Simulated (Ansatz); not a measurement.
# Generalised stacking fault on (110) of W: energy against slip along the slip direction

How much energy does it take to slide one half of the crystal over the other along this direction, and where is the resistance greatest?

Calculated with Ansatz 0.2.0: Kohn-Sham DFT, PBE, PAW (set soft_2), plane waves; cutoff 420 eV, k-mesh 10×10×1, fermi-dirac smearing of 0.1 eV. At each slip the atoms were relaxed along the normal alone with PBE, from a start eased by a machine-learned potential, then solved with PBE, r2SCAN, PBE on a denser mesh and PBEsol. Cutoffs: 420 eV for PBE and PBEsol; 500 eV for r2SCAN.

**The cell**

The cell holds 12 atoms: 12 W. Cell: a = 2.758 Å, b = 2.758 Å, c = 27.026 Å, α = 90.0°, β = 90.0°, γ = 109.5°. It derives from W. The starting structure: 48 atoms of W, stacked on (1 1 0); one fault a cell: the periodic image above is shifted rigidly by 0.000 Å along the in-plane vector of length 2.758 Å (1/2<111>); atoms relaxed along the normal alone with the MACE-MP-0b2 potential. Lattice constants are starting values near those of PBE. Folded to one surface cell (a quarter of the atoms). This is the unshifted member, which holds no fault.

The input of the single point at a slip of 1.379 Å:

```yaml
crystal:
  lattice:
    - [2.75829, 0.0, 0.0]
    - [-0.91943, 2.60054, 0.0]
    - [1.37915, 0.0, 27.02562]
  atoms:
    [... atom lines left out ...]
kpoints:
  mp_grid: { grid: [10, 10, 1] }
hamiltonian:
  xc: pbe
scf:
  occupations: { method: fermi_dirac, width: 0.1 }
output:
  forces: true
  stress: true
  populations: true
  dos:
    method: { smearing: { sigma: 0.08 } }
    de: 0.1
    projected: { site_lists: { W: [W] } }
  eigenvalues: true
  write_density: true
  write_potential: true
  volumetric_format: npy
```

**Fault energy**

Free energy less that of the unshifted cell, over the area of 7.17 Å², in mJ/m²:

```
slip (Å)  share of the vector   PBE  r2SCAN  PBE, denser mesh  PBEsol  gain on relaxing in DFT, from the eased start (mJ/m²)
   0.000                0.000     0       0                 0       0                                                      0
   0.230                0.083   177     189               180     173                                                      2
   0.690                0.250  1036    1112              1068    1006                                                     82
   0.919                0.333  1378    1485              1438    1335                                                    185
   1.149                0.417  1596    1721              1670    1545                                                    243
   1.379                0.500  1663    1793              1748    1610                                                    249
   1.609                0.583  1586    1710              1674    1536                                                    242
   1.839                0.667  1363    1468              1446    1321                                                    184
   2.069                0.750  1016    1092              1081     987                                                     81
   2.299                0.834   570     613               627     555                                                     22
   2.528                0.917   153     171               206     148                                                      2
```

Worked for the highest row at PBE: (-124617.1888) − (-124617.9334) = 0.7446 eV; over 7.17 Å², times 16022, gives 1663 mJ/m².

**Findings**

With PBE the highest energy among the slips run is 1663 mJ/m², at 1.38 Å. The steepest rise before the first top, between 0.23 and 0.69 Å, is 18.7 GPa, the slope of a chord between sampled slips, over a wider step than the others; the true steepest slope can be larger. Rows at mirror slips about half the vector differ by up to 24 mJ/m², one part of the error; the k-mesh can add more. At the highest row the other levels give 1793 (r2SCAN), 1748 (PBE, denser mesh) and 1610 (PBEsol) mJ/m².

Limits: The cell's length along the normal is held and atoms can't move in the plane, so the energies are upper bounds on a freely relaxed path. The cell tilts with the slip and its k-mesh tilts with it, which can add an error that grows with the slip. Faults repeat every 27 Å along the normal. The lattice constant is the typed one for every functional. These are free energies under a smearing of 0.1 eV, whose entropy term isn't removed. Spin–orbit coupling is left out, which matters for the levels of the heavy elements. In some runs the program notes that positions were snapped to a detected symmetry.

[Logs are printed without paths, hosts, clocks, repeated set-up lines and the standing remarks that a program may print on its own settings, such as how far it seeks lower states.]

[Hosts, paths, dates, database ids (printed as entryN), source tags and the programs' standing remarks are cut or masked in the printed files.]
